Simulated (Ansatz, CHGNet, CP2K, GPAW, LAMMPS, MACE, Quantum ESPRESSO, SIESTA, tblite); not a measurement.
# Quantum ESPRESSO on amorphous Ge (61 atoms): settings against a plane-wave reference

Aim: run amorphous Ge (61 atoms) in Quantum ESPRESSO and see how near its forces come to a plane-wave reference, and at what cost.

Method: the method is named at each step, in Quantum ESPRESSO 7.5.

## Step 1: The starting structure

The cell holds 61 atoms: 61 Ge. Its edges and angles: a = 11.188 Å, b = 11.188 Å, c = 11.188 Å, α = 90.0°, β = 90.0°, γ = 90.0°. 61 atoms (61 Ge) placed at random at 5.25 g/cm³, melted at 3500 K for 10 ps at fixed volume with the Tersoff potential (Tersoff, Phys. Rev. B 39, 5566 (1989)). Quenched from 3500 K to 500 K at 3 K/ps and fixed volume, held 5 ps.

The yardstick, on the same geometry:

- method: Kohn-Sham DFT, PBE, PAW, plane waves (Ansatz 0.2.0); cutoff 420 eV, Γ point, fermi-dirac smearing of 0.05 eV; PAW set soft_2
- r.m.s. force component: 0.6372 eV/Å
- longest force: 2.142 eV/Å
- pressure: 4.042 GPa
- SCF cycles: 9
- time: 24 s on 4 threads of Arm Neoverse V2, shared host
- CPU time: 91 s

## Step 2: PBE, sssp-1.3.0-efficiency, 45/360 Ry

Method: Kohn-Sham DFT, PBE, SSSP efficiency 1.3.0 pseudopotentials, plane waves.

pw.in

```
&control
  calculation = 'scf'
  pseudo_dir = './pseudo'
  outdir = './tmp'
  disk_io = 'none'
  tprnfor = .true.
  tstress = .true.
/
&system
  ibrav = 0
  nat = 61
  ntyp = 1
  ecutwfc = 45
  ecutrho = 360
  nosym = .true.
  occupations = 'smearing'
  smearing = 'fd'
  degauss = 0.003675
/
&electrons
  conv_thr = 3.0e-07
  electron_maxstep = 100
  mixing_beta = 0.2
  mixing_mode = 'local-TF'
  diagonalization = 'david'
/
ATOMIC_SPECIES
Ge 72.630 Ge.upf
CELL_PARAMETERS angstrom
11.18750 0.00000 0.00000
0.00000 11.18750 0.00000
0.00000 0.00000 11.18750
ATOMIC_POSITIONS crystal
Ge 0.52507 0.56824 0.21916
Ge 0.05605 0.56356 0.13471
Ge 0.72147 0.08165 0.46066
Ge 0.22971 0.45591 0.00843
Ge 0.45236 0.72770 0.53976
Ge 0.36071 0.48535 0.32770
Ge 0.42742 0.50912 0.53831
Ge 0.98591 0.99839 0.66652
Ge 0.73284 0.42012 0.75088
Ge 0.32874 0.26722 0.08104
Ge 0.93740 0.31727 0.80287
Ge 0.52126 0.22213 0.98851
Ge 0.06253 0.64906 0.90766
Ge 0.19114 0.61655 0.30040
Ge 0.00733 0.20846 0.61836
Ge 0.24249 0.94121 0.38566
Ge 0.25509 0.45757 0.63808
Ge 0.29581 0.27696 0.29962
Ge 0.67456 0.17069 0.13837
Ge 0.75300 0.64288 0.70293
Ge 0.51889 0.87096 0.23039
Ge 0.42095 0.72433 0.88970
Ge 0.09743 0.45715 0.81101
Ge 0.77619 0.42663 0.43105
Ge 0.18048 0.92667 0.05845
Ge 0.30677 0.10133 0.78552
Ge 0.50504 0.03104 0.86224
Ge 0.60434 0.38535 0.57068
Ge 0.20039 0.13468 0.98464
Ge 0.60433 0.72329 0.36184
Ge 0.89518 0.73068 0.17570
Ge 0.88645 0.23838 0.44944
Ge 0.75489 0.37016 0.19653
Ge 0.11367 0.62146 0.51982
Ge 0.24101 0.80300 0.53868
Ge 0.17993 0.92807 0.71333
Ge 0.05895 0.24107 0.30132
Ge 0.88975 0.94384 0.46134
Ge 0.58658 0.77796 0.71469
Ge 0.36320 0.13270 0.42920
Ge 0.36622 0.63527 0.08354
Ge 0.74535 0.70832 0.01694
Ge 0.98448 0.92377 0.14242
Ge 0.54050 0.17482 0.56259
Ge 0.57537 0.07348 0.30876
Ge 0.98079 0.20335 0.97977
Ge 0.04657 0.01282 0.32613
Ge 0.57495 0.86036 0.99414
Ge 0.87069 0.74136 0.85006
Ge 0.65622 0.00927 0.69440
Ge 0.83884 0.95689 0.81703
Ge 0.30123 0.81113 0.22061
Ge 0.96671 0.35071 0.14270
Ge 0.83797 0.04702 0.01947
Ge 0.66017 0.51595 0.07189
Ge 0.87572 0.59234 0.53091
[... 1 atom lines left out ...]
Ge 0.38187 0.50627 0.83850
Ge 0.82429 0.75041 0.37549
Ge 0.21542 0.80128 0.88428
Ge 0.57150 0.40861 0.89648
K_POINTS gamma
```

Started as:

```bash
OMP_NUM_THREADS=1 mpirun -np 4 pw.x -in pw.in > output.txt
```

Output:

```text
Program PWSCF
     gamma-point specific algorithms are used
     one sub-group per band group will be used
     scalapack distributed-memory algorithm (size of sub-group:  2*  2 procs)
     Parallelization info
     sticks:   dense  smooth     PW     G-vecs:    dense   smooth      PW
     Min        3199    1597    400               272512    96306   12071
     Max        3202    1600    403               272518    96312   12076
     Sum       12801    6393   1605              1090063   385235   48297
     bravais-lattice index     =            0
     lattice parameter (alat)  =      21.1413  a.u.
     unit-cell volume          =    9449.2153 (a.u.)^3
     number of atoms/cell      =           61
     number of atomic types    =            1
     number of electrons       =       854.00
     number of Kohn-Sham states=          512
     kinetic-energy cutoff     =      45.0000  Ry
     charge density cutoff     =     360.0000  Ry
     scf convergence threshold =      3.0E-07
     mixing beta               =       0.2000
     number of iterations used =            8  local-TF  mixing
     Exchange-correlation=  SLA  PW   PBX  PBC
                           (   1   4   3   4   0   0   0)
     crystal axes: (cart. coord. in units of alat)
               a(1) = (   1.000000   0.000000   0.000000 )
               a(2) = (   0.000000   1.000000   0.000000 )
               a(3) = (   0.000000   0.000000   1.000000 )
     reciprocal axes: (cart. coord. in units 2 pi/alat)
               b(1) = (  1.000000  0.000000  0.000000 )
               b(2) = (  0.000000  1.000000  0.000000 )
               b(3) = (  0.000000  0.000000  1.000000 )
     PseudoPot. # 1 for Ge:
     Pseudo is Ultrasoft + core correction, Zval = 14.0
     atomic species   valence    mass     pseudopotential
     Ge               14.00    72.63000     Ge( 1.00)
     No symmetry found
   Cartesian axes
     number of k points=     1  Fermi-Dirac smearing, width (Ry)=  0.0037
                       cart. coord. in units 2pi/alat
        k(    1) = (   0.0000000   0.0000000   0.0000000), wk =   2.0000000
     Dense  grid:   545032 G-vectors     FFT dimensions: ( 128, 128, 128)
     Smooth grid:   192618 G-vectors     FFT dimensions: (  96,  96,  96)
     Initial potential from superposition of free atoms
     starting charge     853.9467, renormalised to     854.0000
     Starting wfcs are  549 randomized atomic wfcs
     Self-consistent Calculation
     iteration #  1     ecut=    45.00 Ry     beta= 0.20
     Threshold (ethr) on eigenvalues was too large:
     Diagonalizing with lowered threshold
     total energy              =  -13031.54250580 Ry
     estimated scf accuracy    <       1.11123976 Ry
     iteration #  2     ecut=    45.00 Ry     beta= 0.20
     total energy              =  -13031.32594820 Ry
     estimated scf accuracy    <       0.83342391 Ry
     iteration #  3     ecut=    45.00 Ry     beta= 0.20
     total energy              =  -13031.39108374 Ry
     estimated scf accuracy    <       0.02068904 Ry
     iteration #  4     ecut=    45.00 Ry     beta= 0.20
     total energy              =  -13031.39243020 Ry
     estimated scf accuracy    <       0.01356188 Ry
     iteration #  5     ecut=    45.00 Ry     beta= 0.20
     total energy              =  -13031.39369116 Ry
     estimated scf accuracy    <       0.00080776 Ry
     iteration #  6     ecut=    45.00 Ry     beta= 0.20
     total energy              =  -13031.39366756 Ry
     estimated scf accuracy    <       0.00037446 Ry
     iteration #  7     ecut=    45.00 Ry     beta= 0.20
     total energy              =  -13031.39370390 Ry
     estimated scf accuracy    <       0.00002602 Ry
     iteration #  8     ecut=    45.00 Ry     beta= 0.20
     total energy              =  -13031.39370783 Ry
     estimated scf accuracy    <       0.00001121 Ry
     iteration #  9     ecut=    45.00 Ry     beta= 0.20
     total energy              =  -13031.39371051 Ry
     estimated scf accuracy    <       0.00000086 Ry
     iteration # 10     ecut=    45.00 Ry     beta= 0.20
     total energy              =  -13031.39371161 Ry
     estimated scf accuracy    <       0.00000030 Ry
     iteration # 11     ecut=    45.00 Ry     beta= 0.20
     End of self-consistent calculation
          k = 0.0000 0.0000 0.0000 ( 24149 PWs)   bands (ev):
   -16.8509 -16.8101 -16.8014 -16.8005 -16.7738 -16.7710 -16.7597 -16.7551
   -16.7322 -16.7275 -16.7173 -16.7090 -16.7025 -16.6981 -16.6961 -16.6870
   -16.6822 -16.6789 -16.6765 -16.6753 -16.6718 -16.6688 -16.6662 -16.6634
   -16.6615 -16.6588 -16.6526 -16.6505 -16.6446 -16.6393 -16.6364 -16.6311
   -16.6294 -16.6253 -16.6242 -16.6228 -16.6195 -16.6194 -16.6176 -16.6150
   -16.6117 -16.6041 -16.6030 -16.6010 -16.5970 -16.5951 -16.5938 -16.5913
   -16.5895 -16.5867 -16.5863 -16.5832 -16.5813 -16.5806 -16.5780 -16.5770
   -16.5750 -16.5732 -16.5709 -16.5702 -16.5696 -16.5673 -16.5659 -16.5646
   -16.5618 -16.5610 -16.5558 -16.5539 -16.5526 -16.5513 -16.5495 -16.5473
   -16.5458 -16.5443 -16.5427 -16.5417 -16.5387 -16.5365 -16.5350 -16.5343
   -16.5327 -16.5290 -16.5283 -16.5259 -16.5231 -16.5212 -16.5207 -16.5196
   -16.5187 -16.5164 -16.5127 -16.5108 -16.5074 -16.5060 -16.5050 -16.5028
[...]
11.4826  11.5149  11.5420  11.6432  11.7141  11.7776  11.8099  11.8616
    11.9564  12.0025  12.0433  12.0854  12.1270  12.1636  12.2391  12.2928
    12.3983  12.4615  12.4854  12.5419  12.5926  12.7119  12.7450  12.7694
    12.8304  12.8816  12.9719  13.0435  13.0584  13.1738  13.2010  13.2365
    13.2536  13.3301  13.3958  13.4441  13.4763  13.5012  13.6006  13.6434
     the Fermi energy is     8.0680 ev
!    total energy              =  -13031.39371343 Ry
     estimated scf accuracy    <       0.00000002 Ry
     smearing contrib. (-TS)   =      -0.00977938 Ry
     internal energy E=F+TS    =  -13031.38393404 Ry
     The total energy is F=E-TS. E is the sum of the following terms:
     one-electron contribution =   -8681.78979684 Ry
     hartree contribution      =    5128.02773783 Ry
     xc contribution           =   -3556.37281119 Ry
     ewald contribution        =   -5921.24906384 Ry
     convergence has been achieved in  11 iterations
     Forces acting on atoms (cartesian axes, Ry/au):
     atom    1 type  1   force =    -0.00850632    0.02161942    0.03503349
     atom    2 type  1   force =    -0.03210714   -0.00781776   -0.03037139
     atom    3 type  1   force =     0.03242997    0.00176891    0.03346722
     atom    4 type  1   force =     0.02865661   -0.01860630   -0.02683307
     atom    5 type  1   force =     0.02188015   -0.01129819    0.01125045
     atom    6 type  1   force =    -0.00008705   -0.04481745    0.02189143
     atom    7 type  1   force =     0.04705711    0.03025005   -0.03115685
     atom    8 type  1   force =    -0.01661716   -0.00261352   -0.03214689
     atom    9 type  1   force =     0.00549319    0.01380558    0.00904024
     atom   10 type  1   force =     0.01383940    0.04004317    0.03080882
     atom   11 type  1   force =    -0.02670700   -0.01021817   -0.05516779
     atom   12 type  1   force =     0.00529146   -0.02217655   -0.00466293
[...]
atom   57 type  1   force =    -0.00690235    0.01052657    0.01139039
     atom   58 type  1   force =    -0.00526291    0.01914813    0.00757691
     atom   59 type  1   force =    -0.00943052   -0.00090499    0.02268250
     atom   60 type  1   force =    -0.00527062    0.00072463   -0.00543270
     atom   61 type  1   force =     0.00724968    0.01004995    0.02190364
     Total force =     0.334750     Total SCF correction =     0.000732
     Computing stress (Cartesian axis) and pressure
          total   stress  (Ry/bohr**3)                   (kbar)     P=       38.08
   0.00021493   0.00000983  -0.00001443           31.62        1.45       -2.12
   0.00000983   0.00024111  -0.00000527            1.45       35.47       -0.77
  -0.00001443  -0.00000527   0.00032062           -2.12       -0.77       47.16
     Message from routine punch:
     Nothing written, as per user request (disk_io='none')
```

Run time: 2.9 min. Hardware: 4 MPI ranks of Arm Neoverse V2, shared host; peak memory 4.1 GiB.

Banners, paths, timers and routine set-up lines are dropped from the logs unmarked, and long logs keep their key lines alone; longer cuts are marked.

Against the reference:

| Property | Result |
| --- | --- |
| r.m.s. force component | 0.6362 eV/Å |
| r.m.s. difference of force components | 2.161 meV/Å |
| longest difference of force vectors | 6.265 meV/Å |
| force difference over r.m.s. force | 0.3391 % |
| slope of forces against the reference's | 0.9985 |
| correlation of force components | 1 |
| pressure | 3.808 GPa |
| pressure difference | -0.2333 GPa |

A closer look about Ge18, which bears the longest force: 9 atoms, nearest first, numbered in the order of the input, with positions taken from that point.

```csv
atom,x,y,z,distance (Å),bonds,Fx,Fy,Fz (eV/Å)
Ge18,0.00,0.00,0.00,0.00,4,-1.10,1.35,-1.24
Ge40,0.75,-1.61,1.45,2.30,5,0.39,-1.44,0.98
Ge6,0.73,2.33,0.31,2.46,4,0.00,-1.15,0.56
Ge10,0.37,-0.11,-2.45,2.48,4,0.36,1.03,0.79
Ge37,-2.65,-0.40,0.02,2.68,4,0.44,-0.63,0.93
Ge57,-0.64,-0.51,3.41,3.51,4,-0.18,0.27,0.29
Ge45,3.13,-2.28,0.10,3.87,4,-1.09,-0.25,-0.85
Ge4,-0.74,2.00,-3.26,3.89,5,0.74,-0.48,-0.69
Ge16,-0.60,-3.76,0.96,3.92,4,0.24,1.14,-0.46
```

Forces lie 0.34 % from the reference's, at 7.6 times its CPU time.

## Step 3: PBE+D3(BJ), sssp-1.3.0-efficiency, 45/360 Ry

Method: Kohn-Sham DFT, PBE+D3(BJ), SSSP efficiency 1.3.0 pseudopotentials, plane waves.

Changes to pw.in since step 2:

```diff
@@ -18,2 +18,5 @@
   degauss = 0.003675
+  vdw_corr = 'dft-d3'
+  dftd3_version = 4
+  dftd3_threebody = .false.
 /
```

Output:

```text
[banner, memory and clock lines left out]
Program PWSCF
     gamma-point specific algorithms are used
     one sub-group per band group will be used
[... lines left out ...]
     total energy              =  -13032.63034688 Ry
[... lines left out ...]
     total energy              =  -13032.69548242 Ry
[... lines left out ...]
     total energy              =  -13032.69810919 Ry
[... lines left out ...]
     total energy              =  -13032.69811029 Ry
[... lines left out ...]
     the Fermi energy is     8.0680 ev
!    total energy              =  -13032.69811210 Ry
[... lines left out ...]
     The total energy is F=E-TS. E is the sum of the following terms:
[... lines left out ...]
     convergence has been achieved in  11 iterations
     Forces acting on atoms (cartesian axes, Ry/au):
     atom    1 type  1   force =    -0.00898478    0.02101268    0.03468883
     atom    2 type  1   force =    -0.03175853   -0.00776498   -0.03028357
     atom    3 type  1   force =     0.03278455    0.00148467    0.03319952
[...]
atom   60 type  1   force =    -0.00538713    0.00034923   -0.00527478
     atom   61 type  1   force =     0.00684542    0.01030912    0.02178237
     Total force =     0.332257     Total SCF correction =     0.000732
     Computing stress (Cartesian axis) and pressure
          total   stress  (Ry/bohr**3)                   (kbar)     P=       18.84
   0.00008588   0.00000929  -0.00001556           12.63        1.37       -2.29
   0.00000929   0.00010751  -0.00000600            1.37       15.81       -0.88
  -0.00001556  -0.00000600   0.00019091           -2.29       -0.88       28.08
     Message from routine punch:
     Nothing written, as per user request (disk_io='none')
```

It took 2.7 min on 4 MPI ranks; peak memory 4.1 GiB.

Numbers from this run, and their distance from the reference:

| Property | Result |
| --- | --- |
| r.m.s. force component | 0.6315 eV/Å |
| r.m.s. difference of force components | 23.89 meV/Å |
| longest difference of force vectors | 168 meV/Å |
| force difference over r.m.s. force | 3.75 % |
| slope of forces against the reference's | 0.9904 |
| correlation of force components | 0.9993 |
| pressure | 1.884 GPa |
| pressure difference | -2.158 GPa |

Against the first run (0.34 %), the force difference from the reference is 3.7 %, at 0.95 times the CPU time; the model has changed, so this is no error of the program alone.

## Step 4: Side by side

Differences are against the plane-wave reference, forces as r.m.s. over components; share is that over the reference's r.m.s. force, slope the least-squares factor from reference forces to these. Total energies of different programs have different zeros and aren't compared.

```csv
run,"Δ force, r.m.s. (meV/Å)",share (%),slope,Δ pressure (GPa),cores,CPU time,memory (GiB)
reference,-,-,-,-,4,91 s,2.1
"QE PBE, sssp-1.3.0-efficiency, 45/360 Ry",2.16,0.339,0.999,-0.233,4,11 min,4.1
"QE PBE+D3(BJ), sssp-1.3.0-efficiency, 45/360 Ry",23.9,3.75,0.990,-2.16,4,11 min,4.1
```

CPU time is summed over cores on a shared host, where runs went side by side, so it is rough. Symmetry, cutoffs, thresholds, outputs and thread counts weren't matched or tuned between programs; memory under MPI is the largest rank's times the ranks.

## Step 5: Summary of results

- nearest in forces: QE PBE, sssp-1.3.0-efficiency, 45/360 Ry, 0.34 %
- its CPU time: 11 min

What this shows: PBE on plane waves or a grid with other potentials, cutoffs or grids differs from the reference by 0.34 % (QE PBE, sssp-1.3.0-efficiency, 45/360 Ry) of the r.m.s. force; this holds the reference's own error, so differences of a few per cent don't tell which side is nearer the exact PBE result (QE's 45 Ry are 612 eV, against the reference's 420 eV). Rows with another functional or a dispersion term differ by 3.7 % (QE PBE+D3(BJ), sssp-1.3.0-efficiency, 45/360 Ry), which mixes the change of model with differences of basis and potentials. None of the electronic-structure runs in the table takes under half the reference's CPU time of 91 s; they take 7.2 to 7.6 times as much. The quench rate of 3 K/ps is many orders above laboratory rates, so the cell is likely richer in defects and strain than a real sample. The network of bonds at the start is that of the classical potential that made the cell, and needn't be the one that DFT or experiment would give. The electronic-structure runs sample only Γ, in a cell whose shortest periodic width is 11 Å, which is coarse for a cell with partly filled levels.

[Also dropped from logs without a mark: logging warnings of Python, and SIESTA's first energy breakdown and zero terms.]

[Logs are printed without paths, hosts, clocks, repeated set-up lines and the standing remarks that a program may print on its own settings, such as how far it seeks lower states.]

[Hosts, paths, dates, database ids (printed as entryN), source tags and the programs' standing remarks are cut or masked in the printed files.]
